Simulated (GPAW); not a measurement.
The O K edge of atom 3 in PbO (Litharge, P4/nmm), with 4 Pb at 2.33 Å (tetrahedral, site symmetry -4m2), was computed in 2 ways: full core hole (charged cell) and no core hole. Program and functional: GPAW, RPBE, without spin-orbit coupling, Gaussian full width 0.9 eV up to 4 eV, rising linearly to 3.5 eV at 25 eV; cells of 4 and 16 atoms (the run without a hole in the smaller).

Each run is counted from its own lowest empty level or Fermi level and scaled to a mean of 1 over its first 20 eV.

```
E (eV)  run 1  run 2
  -2.0   0.00   0.00
  -1.4   0.00   0.00
  -0.8   0.00   0.00
  -0.2   0.02   0.00
   0.4   0.25   0.09
   1.0   1.38   0.56
   1.6   2.24   1.79
   2.2   1.74   2.57
   2.8   0.95   1.54
   3.4   1.03   1.09
   4.0   1.52   1.32
   4.6   1.75   1.37
   5.2   2.00   1.53
   5.8   1.85   2.40
   6.4   1.07   2.39
   7.0   0.53   1.34
   7.6   0.47   0.73
   8.2   0.47   0.56
   8.8   0.40   0.43
   9.4   0.36   0.33
  10.0   0.39   0.30
  10.6   0.53   0.41
  11.2   0.77   0.61
  11.8   0.95   0.75
  12.4   0.99   0.79
  13.0   0.97   0.76
  13.6   1.01   0.79
  14.2   1.15   0.91
  14.8   1.30   1.07
  15.4   1.37   1.19
  16.0   1.30   1.21
  16.6   1.12   1.11
  17.2   0.90   0.92
  17.8   0.69   0.71
  18.4   0.56   0.56
  19.0   0.53   0.49
  19.6   0.57   0.48
  20.2   0.63   0.52
  20.8   0.70   0.55
  21.4   0.75   0.58
  22.0   0.79   0.60
  22.6   0.83   0.61
  23.2   0.88   0.63
  23.8   0.92   0.65
  24.4   0.96   0.68
  25.0   1.00   0.71
  25.6   1.05   0.74
  26.2   1.10   0.79
  26.8   1.15   0.85
  27.4   1.19   0.91
  28.0   1.21   0.96
  28.6   1.20   0.98
  29.2   1.16   0.98
  29.8   1.11   0.96
  30.4   1.04   0.92
  31.0   0.98   0.88
  31.6   0.92   0.83
```

The database entry behind the starting cell differs from later determinations by our own check (an axis about 0.4 % long against later determinations), so it need not match the best structure at ambient conditions.

Q: Which run is which?

Run 1: full core hole (charged cell) (area from −2 to 6 eV 8.7, main maxima 1.6 eV (2.24), 5.4 eV (2.05) and 15.4 eV (1.37)). Run 2: no core hole (area from −2 to 6 eV 8.3, main maxima 2.1 eV (2.61), 4.3 eV (1.42), 6.1 eV (2.59) and 15.8 eV (1.22)). With each curve scaled to its own mean, the area from −2 to 6 eV with the hole is 8.7 against 8.3, and the centre of weight from −1 to 20 eV moves by +0.3 eV (first and strongest maxima below 20 eV: 2.1 eV (2.61), 4.3 eV (1.42) and 6.1 eV (2.59) without the hole, 1.6 eV (2.24), 5.4 eV (2.05) and 15.4 eV (1.37) with it); the shape changes all the same, by 35 % r.m.s.

[Banner, clock and machine lines of the logs are left out without a mark of their own.]

[Logs are printed without paths, hosts, clocks, repeated set-up lines and the standing remarks that a program may print on its own settings, such as how far it seeks lower states.]

[Hosts, paths, dates, database ids (printed as entryN), source tags and the programs' standing remarks are cut or masked in the printed files.]

[Lists of maxima count a maximum above −3 eV only where it reaches 4 % of the highest in the window and stands out from its surroundings by 2 % of it (1.5 % where it reaches 55 %); shoulders and weaker maxima are passed over, and of the rest the first, up to two pre-edge ones and the few strongest are named.]
